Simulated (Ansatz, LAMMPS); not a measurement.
# Squeezing and shearing glassy 79SiO2-12Al2O3-4SrO-4ZnO (mol %) (76 atoms), part 3 of 4

How stiff is glassy 79SiO2-12Al2O3-4SrO-4ZnO (mol %) (76 atoms), and how do its levels respond to strain?

Ansatz 0.2.0; Kohn-Sham DFT, PBE, PAW (set soft_2), plane waves.

The cell: 19 Si, 6 Al, 1 Sr, 1 Zn and 49 O. The quench rate of 10 K/ps is many orders above laboratory rates. The starting topology of bonds comes from the classical model. Only the Γ point is sampled.

So far. Step 6 (Volume +3 %): The relaxation converged after 10 steps, 0.296 eV below its start, with a largest force component of 0.032 eV/Å. Step 6 (Volume +3 %): Volume +3 %: the energy stands 0.144 eV above that of the reference, at a pressure of -1.54 GPa.

## (7) Volume -6 %

The relaxed cell is scaled to another volume.

Contents of input.yaml:

```yaml
crystal:
  lattice:
    - [9.82305, 0.18693, 0.00164]
    - [0.18693, 9.63216, -0.25215]
    - [0.00164, -0.25215, 9.99671]
  atoms:
    [... the 76 atom lines of step 4 ...]
kpoints:
  mp_grid: { grid: [1, 1, 1] }
hamiltonian:
  xc: pbe
scf:
  occupations: { method: fixed }
output:
  forces: true
  eigenvalues: true
  stress: true
relax:
  f_tol: 0.05
  max_steps: 70
```

The run is started by

```sh
ansatz run input.yaml --threads 4 --pin off --max-ram 8192MiB --backend cpu --events-out ev --progress --plain --runs-dir out
```

Numbers of over 12 decimals in the logs are rounded to 6 here.

The program printed:

```text
[...]
Crystal: 76 atoms, lattice volume = 944.887 Å³
Basis set: ecut = 420 eV, 18487 PW (Γ), exchange–correlation on 144×144×144 points (8 copies of the dense FFT grid, shifted against one another)
Bands: 281, of which v1, the nominal top of the filled ones, is band 205 counted from 1 (204 counted from 0)
Symmetry: 1 space group operations
[...]
k-points: 1
[...]
SCF iter   1: F=—  HF=-50055.584985 eV  |F-HF|=—  |Δ(HF+E_count)|=         —  Δρ=2.02e-3  dr2=4.68e-2  ethr=1.77e-3  ⟨swp⟩=4.0  Hψ=1121  notcnv=0  defer=74
[...]
SCF iter   5: F=-50055.593434 eV  HF=-50055.593484 eV  |F-HF|=5.01e-5  |Δ(HF+E_count)|=   5.27e-5  Δρ=8.43e-5  dr2=4.83e-5  ethr=4.32e-8  ⟨swp⟩=2.0  Hψ=370  notcnv=0  defer=74
SCF iter   6: F=-50055.593473 eV  HF=-50055.593474 eV  |F-HF|=1.07e-6  |Δ(HF+E_count)|=   9.91e-6  Δρ=2.47e-5  dr2=4.80e-6  ethr=1.18e-8  ⟨swp⟩=19.0  Hψ=1975  notcnv=0
SCF 1 converged in 6 iterations: F = -50055.593473 eV  dr2 = 4.80e-6
[...]
relax step   1: F+E_penalty+E_count = -50055.59347283 eV  Δ(F+E_penalty+E_count) = +0.000e0 eV  max|allowed force component| = 1.012e0 eV/Å  Δτ_max = 0.0000 Å  (6 SCF iters, dr2 threshold 6.25e-5 eV, accepted)
[...]
relax step   2: F+E_penalty+E_count = -50056.23815432 eV  Δ(F+E_penalty+E_count) = -6.447e-1 eV  max|allowed force component| = 7.105e-1 eV/Å  Δτ_max = 0.0600 Å  (6 SCF iters, dr2 threshold 6.40e-5 eV, accepted)
[...]
relax step   3: F+E_penalty+E_count = -50056.77647841 eV  Δ(F+E_penalty+E_count) = -5.383e-1 eV  max|allowed force component| = 4.591e-1 eV/Å  Δτ_max = 0.1086 Å  (7 SCF iters, dr2 threshold 3.16e-5 eV, accepted)
relax step   4: F+E_penalty+E_count = -50056.71929939 eV  Δ(F+E_penalty+E_count) = +5.718e-2 eV  max|allowed force component| = 9.906e-1 eV/Å  Δτ_max = 0.2000 Å  (7 SCF iters, dr2 threshold 8.80e-5 eV, rejected (line search))
relax step   5: F+E_penalty+E_count = -50056.93410400 eV  Δ(F+E_penalty+E_count) = -1.576e-1 eV  max|allowed force component| = 1.321e-1 eV/Å  Δτ_max = 0.0958 Å  (10 SCF iters, accepted)
relax step   6: F+E_penalty+E_count = -50056.94385077 eV  Δ(F+E_penalty+E_count) = -9.747e-3 eV  max|allowed force component| = 1.266e-1 eV/Å  Δτ_max = 0.0209 Å  (8 SCF iters, accepted)
relax step   7: F+E_penalty+E_count = -50056.95005505 eV  Δ(F+E_penalty+E_count) = -6.204e-3 eV  max|allowed force component| = 1.033e-1 eV/Å  Δτ_max = 0.0147 Å  (7 SCF iters, accepted)
relax step   8: F+E_penalty+E_count = -50056.96246115 eV  Δ(F+E_penalty+E_count) = -1.241e-2 eV  max|allowed force component| = 9.701e-2 eV/Å  Δτ_max = 0.0559 Å  (6 SCF iters, dr2 threshold 7.12e-6 eV, accepted)
relax step   9: F+E_penalty+E_count = -50056.95319031 eV  Δ(F+E_penalty+E_count) = +9.271e-3 eV  max|allowed force component| = 1.889e-1 eV/Å  Δτ_max = 0.0845 Å  (7 SCF iters, dr2 threshold 6.27e-6 eV, rejected (line search))
relax step  10: F+E_penalty+E_count = -50056.96717183 eV  Δ(F+E_penalty+E_count) = -4.711e-3 eV  max|allowed force component| = 5.807e-2 eV/Å  Δτ_max = 0.0408 Å  (8 SCF iters, accepted)
relax step  11: F+E_penalty+E_count = -50056.96666684 eV  Δ(F+E_penalty+E_count) = +5.050e-4 eV  max|allowed force component| = 1.599e-1 eV/Å  Δτ_max = 0.0180 Å  (7 SCF iters, rejected (line search))
relax step  12: F+E_penalty+E_count = -50056.96817990 eV  Δ(F+E_penalty+E_count) = -1.008e-3 eV  max|allowed force component| = 8.519e-2 eV/Å  Δτ_max = 0.0090 Å  (7 SCF iters, accepted)
relax step  13: F+E_penalty+E_count = -50056.96829505 eV  Δ(F+E_penalty+E_count) = -1.151e-4 eV  max|allowed force component| = 7.507e-2 eV/Å  Δτ_max = 0.0238 Å  (6 SCF iters, dr2 threshold 2.60e-6 eV, accepted)
relax step  14: F+E_penalty+E_count = -50056.96979312 eV  Δ(F+E_penalty+E_count) = -1.498e-3 eV  max|allowed force component| = 1.595e-2 eV/Å  Δτ_max = 0.0146 Å  (5 SCF iters, dr2 threshold 4.38e-6 eV, accepted)
[...]
relax step  15: F+E_penalty+E_count = -50056.96979386 eV  Δ(F+E_penalty+E_count) = -7.414e-7 eV  max|allowed force component| = 1.584e-2 eV/Å  Δτ_max = 0.0000 Å  (4 SCF iters, accepted)
SCF converged after 4 iterations
Free energy (F): -50056.969794 eV
[...]
Internal energy: -50056.969794 eV  (E = F + TS)
E sigma→0 (E₀):  -50056.969794 eV
Fermi energy:    3.777609 eV
[...]
Σ components = -50056.969794   (vs F -50056.969794, Δ=0.00e0)
--- Forces (eV/Å), atoms counted from 1 ---
  atom   1  Si    -0.00468072     0.00608972    -0.00847870
  atom   2  Si    -0.00371219    -0.00703837    -0.00256724
  atom   3  Si    -0.00185994    -0.01211787     0.00611157
  atom   4  Si    -0.00489847     0.00032030     0.00020440
[...]
atom  76  O      0.00858026    -0.00062277     0.00755885
  max |Σ_I F_I| component: 4.42e-5 eV/Å
--- Stress (GPa, compression-positive) ---
        4.603324       0.288684      -0.056265
        0.288684       3.365010      -0.023008
       -0.056268      -0.023007       3.924286
  P = ⅓ Tr σ = 3.9642 GPa (39.642 kbar)
--- Band table (eV) ---
[...]
--- Relaxed structure (15 steps of the walk, 12 accepted, 0 SCFs on fresh bases) ---
  F+E_penalty+E_count = -50056.96979386 eV   max|allowed force component| = 1.584e-2 eV/Å
  atoms:
    - { symbol: Si, position: [0.738994, 0.742146, 0.312917] }
    - { symbol: Si, position: [0.038336, 0.932696, 0.984992] }
    - { symbol: Si, position: [0.226147, 0.365769, 0.475499] }
    - { symbol: Si, position: [0.619614, 0.377410, 0.223709] }
[...]
- { symbol: O, position: [0.154379, 0.287666, 0.824120] }
```

Elapsed: 1.8 min, on 4 threads of Intel Xeon Platinum 8259CL at 2.50GHz (Skylake/Cascade Lake), shared host; peak memory 1.3 GiB.

The relaxation converged after 15 steps, 1.38 eV below its start, with a largest force component of 0.016 eV/Å.

Volume -6 %: the energy stands 0.701 eV above that of the reference, at a pressure of 3.96 GPa.

## (8) Volume +6 %

The relaxed cell is scaled to another volume.

Input and log are left out; they have the form of those shown for this kind of step.

Elapsed: 83 s, on 4 threads of Intel Xeon Platinum 8259CL at 2.50GHz (Skylake/Cascade Lake), shared host; peak memory 1.3 GiB; 4.9 min of CPU time.

The relaxation converged after 10 steps, 1.11 eV below its start, with a largest force component of 0.043 eV/Å.

Volume +6 %: the energy stands 0.562 eV above that of the reference, at a pressure of -3.06 GPa.

## (9) Volume -10 %

The relaxed cell is scaled to another volume.

input.yaml, the sections that differ from step 7:

```yaml
crystal:
  lattice:
    - [9.6817, 0.18424, 0.00161]
    - [0.18424, 9.49355, -0.24852]
    - [0.00161, -0.24852, 9.85285]
  atoms:
    [... the 76 atom lines of step 4 ...]
# kpoints, hamiltonian, scf, output, relax: as in step 7
```

The program printed:

```text
[...]
Crystal: 76 atoms, lattice volume = 904.679 Å³
Basis set: ecut = 420 eV, 17675 PW (Γ), exchange–correlation on 144×128×144 points (8 copies of the dense FFT grid, shifted against one another)
Bands: 281, of which v1, the nominal top of the filled ones, is band 205 counted from 1 (204 counted from 0)
Symmetry: 1 space group operations
[...]
k-points: 1
[...]
SCF iter   1: F=—  HF=-50051.437176 eV  |F-HF|=—  |Δ(HF+E_count)|=         —  Δρ=2.18e-3  dr2=4.85e-2  ethr=1.77e-3  ⟨swp⟩=5.0  Hψ=1116  notcnv=0  defer=72
[...]
SCF iter   5: F=-50051.447176 eV  HF=-50051.447240 eV  |F-HF|=6.33e-5  |Δ(HF+E_count)|=   5.20e-5  Δρ=9.09e-5  dr2=5.13e-5  ethr=4.23e-8  ⟨swp⟩=2.0  Hψ=368  notcnv=0  defer=74
SCF iter   6: F=-50051.447226 eV  HF=-50051.447226 eV  |F-HF|=4.12e-7  |Δ(HF+E_count)|=   1.41e-5  Δρ=2.54e-5  dr2=5.13e-6  ethr=1.25e-8  ⟨swp⟩=19.0  Hψ=1943  notcnv=0
SCF 1 converged in 6 iterations: F = -50051.447226 eV  dr2 = 5.13e-6
[...]
relax step   1: F+E_penalty+E_count = -50051.44722596 eV  Δ(F+E_penalty+E_count) = +0.000e0 eV  max|allowed force component| = 1.837e0 eV/Å  Δτ_max = 0.0000 Å  (6 SCF iters, dr2 threshold 6.25e-5 eV, accepted)
[...]
relax step   2: F+E_penalty+E_count = -50053.32544946 eV  Δ(F+E_penalty+E_count) = -1.878e0 eV  max|allowed force component| = 1.290e0 eV/Å  Δτ_max = 0.0850 Å  (6 SCF iters, dr2 threshold 1.00e-4 eV, accepted)
[...]
relax step   3: F+E_penalty+E_count = -50054.98684206 eV  Δ(F+E_penalty+E_count) = -1.661e0 eV  max|allowed force component| = 7.351e-1 eV/Å  Δτ_max = 0.1903 Å  (8 SCF iters, dr2 threshold 1.00e-4 eV, accepted)
relax step   4: F+E_penalty+E_count = -50055.22966922 eV  Δ(F+E_penalty+E_count) = -2.428e-1 eV  max|allowed force component| = 1.248e0 eV/Å  Δτ_max = 0.2000 Å  (7 SCF iters, dr2 threshold 1.00e-4 eV, accepted)
relax step   5: F+E_penalty+E_count = -50055.46442344 eV  Δ(F+E_penalty+E_count) = -2.348e-1 eV  max|allowed force component| = 2.688e-1 eV/Å  Δτ_max = 0.1213 Å  (7 SCF iters, dr2 threshold 1.00e-4 eV, accepted)
relax step   6: F+E_penalty+E_count = -50055.50882601 eV  Δ(F+E_penalty+E_count) = -4.440e-2 eV  max|allowed force component| = 4.118e-1 eV/Å  Δτ_max = 0.0604 Å  (7 SCF iters, dr2 threshold 4.52e-6 eV, accepted)
relax step   7: F+E_penalty+E_count = -50055.53205170 eV  Δ(F+E_penalty+E_count) = -2.323e-2 eV  max|allowed force component| = 1.220e-1 eV/Å  Δτ_max = 0.0513 Å  (6 SCF iters, dr2 threshold 1.06e-5 eV, accepted)
relax step   8: F+E_penalty+E_count = -50055.51678803 eV  Δ(F+E_penalty+E_count) = +1.526e-2 eV  max|allowed force component| = 5.179e-1 eV/Å  Δτ_max = 0.2000 Å  (10 SCF iters, rejected (line search))
relax step   9: F+E_penalty+E_count = -50055.56499168 eV  Δ(F+E_penalty+E_count) = -3.294e-2 eV  max|allowed force component| = 1.609e-1 eV/Å  Δτ_max = 0.0979 Å  (9 SCF iters, accepted)
relax step  10: F+E_penalty+E_count = -50055.57886563 eV  Δ(F+E_penalty+E_count) = -1.387e-2 eV  max|allowed force component| = 8.173e-2 eV/Å  Δτ_max = 0.1000 Å  (9 SCF iters, accepted)
relax step  11: F+E_penalty+E_count = -50055.58352802 eV  Δ(F+E_penalty+E_count) = -4.662e-3 eV  max|allowed force component| = 8.643e-2 eV/Å  Δτ_max = 0.0321 Å  (8 SCF iters, accepted)
relax step  12: F+E_penalty+E_count = -50055.58605255 eV  Δ(F+E_penalty+E_count) = -2.525e-3 eV  max|allowed force component| = 5.173e-2 eV/Å  Δτ_max = 0.0142 Å  (7 SCF iters, accepted)
[...]
relax step  13: F+E_penalty+E_count = -50055.58806206 eV  Δ(F+E_penalty+E_count) = -2.010e-3 eV  max|allowed force component| = 3.385e-2 eV/Å  Δτ_max = 0.0223 Å  (8 SCF iters, accepted)
SCF converged after 8 iterations
Free energy (F): -50055.588062 eV
[...]
Internal energy: -50055.588062 eV  (E = F + TS)
E sigma→0 (E₀):  -50055.588062 eV
Fermi energy:    4.197673 eV
[...]
Σ components = -50055.588062   (vs F -50055.588062, Δ=0.00e0)
--- Forces (eV/Å), atoms counted from 1 ---
  atom   1  Si     0.00012413     0.00199530    -0.01534918
  atom   2  Si     0.01164838    -0.00095474    -0.00258814
  atom   3  Si     0.00118555     0.01762356     0.00436982
  atom   4  Si     0.00164203     0.00203705     0.01018743
[...]
atom  76  O     -0.02014808    -0.00930620    -0.00129954
  max |Σ_I F_I| component: 4.30e-5 eV/Å
--- Stress (GPa, compression-positive) ---
        8.073460       0.298113       0.048813
        0.298115       6.373779      -0.111664
        0.048806      -0.111660       6.723256
  P = ⅓ Tr σ = 7.0568 GPa (70.568 kbar)
--- Band table (eV) ---
[...]
--- Relaxed structure (13 steps of the walk, 12 accepted, 0 SCFs on fresh bases) ---
  F+E_penalty+E_count = -50055.58806206 eV   max|allowed force component| = 3.385e-2 eV/Å
  atoms:
    - { symbol: Si, position: [0.734561, 0.738400, 0.317193] }
    - { symbol: Si, position: [0.037261, 0.929099, 0.980405] }
    - { symbol: Si, position: [0.229577, 0.366224, 0.465166] }
    - { symbol: Si, position: [0.622995, 0.377275, 0.225647] }
[...]
- { symbol: O, position: [0.163824, 0.272387, 0.821357] }
```

Run time: 96 s. Hardware: 4 threads; peak memory 1.2 GiB.

The relaxation converged after 13 steps, 4.14 eV below its start, with a largest force component of 0.034 eV/Å.

Volume -10 %: the energy stands 2.08 eV above that of the reference, at a pressure of 7.06 GPa.

## (10) Stretched by 1 % along x

The relaxed cell is strained along x alone, which gives the stiffness along x and its coupling to y and z.

input.yaml, the sections that differ from step 9:

```yaml
crystal:
  lattice:
    - [10.12804, 0.19083, 0.00167]
    - [0.19274, 9.83289, -0.2574]
    - [0.00169, -0.2574, 10.20503]
  atoms:
    [... the 76 atom lines of step 4 ...]
# kpoints, hamiltonian, scf, output, relax: as in step 9
```

The program printed:

```text
[...]
Crystal: 76 atoms, lattice volume = 1015.251 Å³
Basis set: ecut = 420 eV, 19807 PW (Γ), exchange–correlation on 144×144×144 points (8 copies of the dense FFT grid, shifted against one another)
Bands: 281, of which v1, the nominal top of the filled ones, is band 205 counted from 1 (204 counted from 0)
Symmetry: 1 space group operations
[...]
k-points: 1
[...]
SCF iter   1: F=—  HF=-50057.557025 eV  |F-HF|=—  |Δ(HF+E_count)|=         —  Δρ=1.91e-3  dr2=4.83e-2  ethr=1.77e-3  ⟨swp⟩=5.0  Hψ=1119  notcnv=0  defer=74
[...]
SCF iter   6: F=-50057.565493 eV  HF=-50057.565494 eV  |F-HF|=1.12e-6  |Δ(HF+E_count)|=   1.44e-6  Δρ=2.51e-5  dr2=5.68e-6  ethr=1.15e-8  ⟨swp⟩=19.0  Hψ=2010  notcnv=0
SCF 1 converged in 6 iterations: F = -50057.565493 eV  dr2 = 5.68e-6
[...]
relax step   1: F+E_penalty+E_count = -50057.56549280 eV  Δ(F+E_penalty+E_count) = +0.000e0 eV  max|allowed force component| = 3.948e-1 eV/Å  Δτ_max = 0.0000 Å  (6 SCF iters, dr2 threshold 6.25e-5 eV, accepted)
[...]
relax step   2: F+E_penalty+E_count = -50057.60105101 eV  Δ(F+E_penalty+E_count) = -3.556e-2 eV  max|allowed force component| = 2.299e-1 eV/Å  Δτ_max = 0.0184 Å  (5 SCF iters, dr2 threshold 9.74e-6 eV, accepted)
[...]
relax step   3: F+E_penalty+E_count = -50057.62368555 eV  Δ(F+E_penalty+E_count) = -2.263e-2 eV  max|allowed force component| = 1.123e-1 eV/Å  Δτ_max = 0.0350 Å  (6 SCF iters, dr2 threshold 3.30e-6 eV, accepted)
relax step   4: F+E_penalty+E_count = -50057.62744909 eV  Δ(F+E_penalty+E_count) = -3.764e-3 eV  max|allowed force component| = 8.666e-2 eV/Å  Δτ_max = 0.0222 Å  (5 SCF iters, dr2 threshold 3.01e-6 eV, accepted)
relax step   5: F+E_penalty+E_count = -50057.62937234 eV  Δ(F+E_penalty+E_count) = -1.923e-3 eV  max|allowed force component| = 5.312e-2 eV/Å  Δτ_max = 0.0048 Å  (6 SCF iters, accepted)
relax step   6: F+E_penalty+E_count = -50057.63075588 eV  Δ(F+E_penalty+E_count) = -1.384e-3 eV  max|allowed force component| = 6.083e-2 eV/Å  Δτ_max = 0.0177 Å  (7 SCF iters, accepted)
[...]
relax step   7: F+E_penalty+E_count = -50057.63324385 eV  Δ(F+E_penalty+E_count) = -2.488e-3 eV  max|allowed force component| = 2.525e-2 eV/Å  Δτ_max = 0.0146 Å  (7 SCF iters, accepted)
SCF converged after 7 iterations
Free energy (F): -50057.633244 eV
[...]
Internal energy: -50057.633244 eV  (E = F + TS)
E sigma→0 (E₀):  -50057.633244 eV
Fermi energy:    3.282398 eV
[...]
--- Forces (eV/Å), atoms counted from 1 ---
  atom   1  Si     0.00365784    -0.00390112    -0.01141573
  atom   2  Si     0.00970596     0.00208540    -0.00456694
  atom   3  Si     0.00521836     0.00779557     0.00893176
  atom   4  Si     0.00323714    -0.00080585    -0.00669985
  atom   5  Si    -0.01348842     0.00419202    -0.00326628
  atom   6  Si     0.00887311    -0.00602775    -0.00016802
  atom   7  Si    -0.00665747    -0.00101942     0.00172955
  atom   8  Si    -0.00999516    -0.00048195    -0.00218733
  atom   9  Si     0.00099859    -0.00065785     0.00694995
  atom  10  Si    -0.00841295     0.00493499     0.01037899
  atom  11  Si     0.00262099    -0.00639000    -0.00924178
  atom  12  Si     0.02524613     0.00765461    -0.01751733
  atom  13  Si    -0.00389832     0.00911200    -0.00881033
  atom  14  Si     0.00075375    -0.00039052     0.00193100
[...]
atom  75  O     -0.01474011     0.00291253    -0.00903586
  atom  76  O     -0.00446309    -0.01169794    -0.00023007
  max |Σ_I F_I| component: 4.48e-5 eV/Å
--- Stress (GPa, compression-positive) ---
       -1.265303       0.037814      -0.021890
        0.037811      -0.416027       0.024406
       -0.021886       0.024404      -0.391148
  P = ⅓ Tr σ = -0.6908 GPa (-6.908 kbar)
--- Band table (eV) ---
[...]
--- Relaxed structure (7 steps of the walk, 7 accepted, 0 SCFs on fresh bases) ---
  F+E_penalty+E_count = -50057.63324385 eV   max|allowed force component| = 2.525e-2 eV/Å
  atoms:
    - { symbol: Si, position: [0.744117, 0.746506, 0.311303] }
    - { symbol: Si, position: [0.039679, 0.938058, 0.992031] }
    - { symbol: Si, position: [0.221768, 0.359739, 0.486735] }
    - { symbol: Si, position: [0.621820, 0.382529, 0.219468] }
[...]
- { symbol: O, position: [0.142520, 0.295666, 0.828994] }
```

Wall time 49 s (4 threads); peak memory 1.3 GiB; 2.9 min of CPU time.

The relaxation converged after 7 steps, 0.0678 eV below its start, with a largest force component of 0.025 eV/Å.

Stretched by 1 % along x: the energy stands 0.0376 eV above that of the reference, at a pressure of -0.691 GPa.

(Part 3 of 4 ends here.)

[Logs are printed without paths, hosts, clocks, repeated set-up lines and the standing remarks that a program may print on its own settings, such as how far it seeks lower states.]

[Hosts, paths, dates, database ids (printed as entryN), source tags and the programs' standing remarks are cut or masked in the printed files.]
